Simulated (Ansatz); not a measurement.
# PbO (P4/nmm): how ε∞ follows the gap

The empty bands of PbO (P4/nmm) are shifted up rigidly by Δ, and ε∞ along x is computed for each shift. x, y and z are the Cartesian axes of the input cell.

The structure is tetragonal, space group P4/nmm (No. 129). Conventional cell: a = 3.990 Å, b = 3.990 Å, c = 5.010 Å, α = 90.00°, β = 90.00°, γ = 90.00°. Around Pb on site c lie 4 O at 2.33 Å. O on site a is surrounded by 4 Pb at 2.33 Å.

Method: Ansatz 0.2.0, PBE, independent particles, k-mesh 6×6×6 with interpolation inside its cells, Gaussian parameter 0.1 eV.

Launch of the response step: `ansatz run input.yaml --threads 4 --pin off --max-ram 8192MiB --backend cpu --events-out ev --progress --plain --runs-dir out`. The series took 3.4 min in all, on 4 threads of Intel(R) Xeon(R) Processor @ 2.50GHz (Skylake/Cascade Lake) (shared host).

```tsv
Δ (eV)	ε∞ along x
0.00	7.390
0.40	?
0.80	6.521
1.20	6.181
1.60	5.885
2.00	5.625
```

With one effective transition at E₀ and fixed dipole strength, ε∞ − 1 = A/(E₀ + Δ), so 1/(ε∞ − 1) is linear in Δ.

Working, on the rows shown:

| x = Δ (eV) | y = 1/(ε∞ − 1) |
| --- | --- |
| 0 | 0.156495 |
| 0.8 | 0.181127 |
| 1.2 | 0.193013 |
| 1.6 | 0.204708 |
| 2 | 0.216216 |

Means: x̄ = 1.12, ȳ = 0.19031. Σ(x − x̄)(y − ȳ) = 0.07074, Σ(x − x̄)² = 2.368. Slope = 0.07074 / 2.368 = 0.02987; intercept = ȳ − slope · x̄ = 0.15686. Turned back into ε∞ along x, the line misses the rows shown by at most 0.015.

Problem. Predict the last column of the withheld row from the fit.

Solution. At x = 0.4 the line gives y = 0.1688, that is 6.924. The run gave 6.918, so the interpolation is off by 0.006, 0.3 % of the range in the table.

Refitted with all rows, the slope is 0.02984 and the intercept 0.15692. These give E₀ = intercept/slope = 5.3 eV, far above the least direct gap of 2.11 eV: most of the screening comes from transitions well over the edge. Over the first step ε∞ falls by 16 % per eV. The cell comes from an older database entry, whose edges can be off by a per cent or so. Excitons are left out and so are local fields. Spin-orbit coupling is left out.

[Logs are printed without paths, hosts, clocks, repeated set-up lines and the standing remarks that a program may print on its own settings, such as how far it seeks lower states.]
